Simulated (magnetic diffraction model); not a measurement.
# CaCuGeO₄: what an assumed order does to the neutron pattern

Space group Pnma (no. 62), a = 11.5130 Å, b = 6.5820 Å, c = 5.2070 Å.

| site | atom | x | y | z |
| --- | --- | --- | --- | --- |
| 4c | Ge | 0.5891 | 3/4 | 0.9304 |
| 4a | Cu | 0 | 0 | 0 |
| 4c | Ca | 0.7794 | 3/4 | 0.4892 |
| 8d | O | 0.3396 | 0.0347 | 0.2229 |
| 4c | O | 0.9492 | 3/4 | 0.7453 |
| 4c | O | 0.5873 | 3/4 | 0.2636 |

This is a made-up structure (elements placed in a structure type, unrelaxed), so the numbers test the method and describe no known phase.

Only Cu is taken to order (form factors of Cu2+); orders and moment sizes are assumed, and not adapted to the symmetry. Radiation: neutrons of λ = 4.2 Å, 2° to 90°; isotropic B of 0.44 Å² (Ge), 0.4 Å² (Cu), 0.51 Å² (Ca) and 0.6 Å² (O). The intensities are simulated: I ∝ L Σ (|F_N|² + |F_M⊥|²) for unpolarised neutrons, with F_M = 2.695 fm/μB × Σ f(s) S exp(2πi Q·r) exp(−B s²) at Q = H ± k (one set where k and −k are equivalent), only the part normal to Q counting and L = 1/(sin²θ cos θ). For a modulated order the moment at position r is S exp(−2πi k·r) + c.c., with S = m/2 for a sine wave of amplitude m and S = m(u + iv)/2 for moments turning in a plane, u and v being orthogonal unit vectors in it; the phase factor of the sum at Q = H + k is then exp(2πi H·r). Form factors are spin-only for 3d ions and dipole or tabulated for f ions, scattering lengths are Sears's of 1992, and absorption is left out. A label names one of the reflections at its angle. The strongest nuclear line in the range is 100, and lines under 0.2 are left out.

Assume the order k = (1/5 0 0), moments turning in the plane of [100] and [010], 0.88 μB on Cu; signs + at (0, 0, 0), + at (1/2, 0, 1/2), − at (0, 1/2, 0), − at (1/2, 1/2, 1/2).

Predict the pattern, nuclear and magnetic parts apart.

| 2θ (°) | index | nuclear | magnetic |
| --- | --- | --- | --- |
| 37.46 | (1/5 1 0) | 0.0 | 2.8 |
| 42.79 | (2 0 0) | 72.1 | 0.0 |
| 54.49 | (9/5 1 0) | 0.0 | 1.3 |
| 57.98 | (2 1 0) | 94.5 | 0.0 |
| 61.68 | (11/5 1 0) | 0.0 | 1.0 |
| 61.89 | (0 1 1) | 29.2 | 0.0 |
| 64.63 | (4/5 1 1) | 0.0 | 3.0 |
| 65.89 | (2 0 1) | 20.6 | 0.0 |
| 66.14 | (1 1 1) | 0.6 | 0.0 |
| 67.96 | (6/5 1 1) | 0.0 | 2.6 |
| 78.17 | (2 1 1) | 10.2 | 0.0 |
| 79.30 | (0 2 0) | 12.8 | 0.0 |
| 85.65 | (3 0 1) | 100.0 | 0.0 |

The strongest magnetic line in the range is (4/5 1 1) at 64.63° (3.0). On top of the Lorentz factor, which all lines share, magnetic lines fade with angle because f falls: for Cu2+ it is 0.93, 0.75, 0.55 and 0.23 at sin θ/λ = 0.1, 0.2, 0.3 and 0.5 Å⁻¹, while nuclear lengths stay constant. The order has no net moment.
